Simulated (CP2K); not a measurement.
Two runs for the O K edge of formaldehyde monohydrate. Run A: CP2K XAS_TDP, all-electron GAPW, PBEh(45%), aug-cc-pVDZ, TDA, no relativity. Run B differs in one setting.

First lines with a strength over 0.0015. A:

| atom | energy (eV) | states | strength, one atom |
| --- | --- | --- | --- |
| O2 (bonded to C, takes 1 H bond) | 526.27 | 1 | 0.0475 |
|  | 533.85 | 1 | 0.0022 |
|  | 534.74 | 1 | 0.0081 |
|  | 535.54 | 1 | 0.0073 |
|  | 535.94 | 1 | 0.0041 |
| O3 (bonded to 2 H, gives 1 H bond) | 529.70 | 1 | 0.0122 |
|  | 531.17 | 1 | 0.0113 |
|  | 531.72 | 1 | 0.0077 |
|  | 532.19 | 1 | 0.0037 |
|  | 532.59 | 1 | 0.0084 |

B:

| atom | energy (eV) | states | strength, one atom |
| --- | --- | --- | --- |
| O2 (bonded to C, takes 1 H bond) | 531.41 | 1 | 0.0471 |
|  | 538.99 | 1 | 0.0022 |
|  | 539.88 | 1 | 0.0080 |
|  | 540.68 | 1 | 0.0072 |
|  | 541.08 | 1 | 0.0041 |
| O3 (bonded to 2 H, gives 1 H bond) | 535.76 | 1 | 0.0121 |
|  | 537.23 | 1 | 0.0111 |
|  | 537.78 | 1 | 0.0076 |
|  | 538.25 | 1 | 0.0036 |
|  | 538.65 | 1 | 0.0083 |

Question: Which was it: the basis, the functional, scalar relativity switched on, GW2X switched on?

GW2X switched on. GW2X shifts an atom's lines together and keeps their spacings. Against PBEh(45%) in aug-cc-pVDZ, the leading lines move by +5.14 eV (O2, to 531.41) and +6.06 eV (O3, to 535.76).

[Hosts, paths, dates, database ids (printed as entryN), source tags and the programs' standing remarks are cut or masked in the printed files.]
